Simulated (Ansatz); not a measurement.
G0W0 rungs for CdTe (F-43m).

It takes space group F-43m (No. 216, cubic). Conventional cell: a = 6.480 Å, b = 6.480 Å, c = 6.480 Å, α = 90.00°, β = 90.00°, γ = 90.00°. Nearest to Cd lie 4 Te at 2.81 Å. Te has 4 Cd at 2.81 Å nearest. Farther neighbours and most contacts between anions are not listed.

```xyz
2
Lattice="0.0000 3.2400 3.2400 3.2400 0.0000 3.2400 3.2400 3.2400 0.0000" Properties=species:S:1:pos:R:3 pbc="T T T"
Cd    0.0000    0.0000    0.0000
Te    1.6200    1.6200    1.6200
```

The cell and positions come from the Crystallography Open Database and are kept as given unless a step says otherwise. Spin-orbit coupling is left out unless a run names it.

Runs so far (Ansatz 0.2.0, start PBE, PAW set soft_1 files, 4×4×4 mesh). Times are wall times on 1 × NVIDIA H100 80GB HBM3 (shared by 6 runs) with 3 threads of AMD EPYC 7R13 (Zen 3), shared host, good to a factor of about two.

| bands summed | cutoff (eV) | gap on the mesh (eV) | time |
| --- | --- | --- | --- |
| 72 | 50 | 1.363 | 10 s |
| 172 | 100 | 1.370 | 15 s |
| 301 | 150 | 1.356 | 11 s |
| 522 | 220 | 1.323 | 17 s |

**Question.** What should the next rung give, with 820 bands and screening to 300 eV, and where is the limit?

The error falls about as one over the bands when the cutoff rises with them. A line through the two highest rungs given predicts 1.306 eV; the run gave 1.312 eV, close to it. The two highest rungs put the limit near 1.293 eV, the pair below near 1.277 eV; their difference is a rough measure of what is unsettled in bands and cutoff; the mesh is a separate error.

Gaps are over the mesh's points; an edge off the mesh would be missed. Limits: not at the basis limit; mesh may overstate the screening; no spin-orbit coupling; coarse k mesh.

[Paths, hosts, dates, memory and timing lines, banners, echoed tables and standing remarks are left out of the program output.]

[Logs are printed without paths, hosts, clocks, repeated set-up lines and the standing remarks that a program may print on its own settings, such as how far it seeks lower states.]

[Runs of the session that timed out or met a known fault of the program may be left out.]

[Cells called generated may have been cut or substituted from an entry of the Crystallography Open Database or the Materials Project.]

[Hosts, paths, dates, database ids (printed as entryN), source tags and the programs' standing remarks are cut or masked in the printed files.]
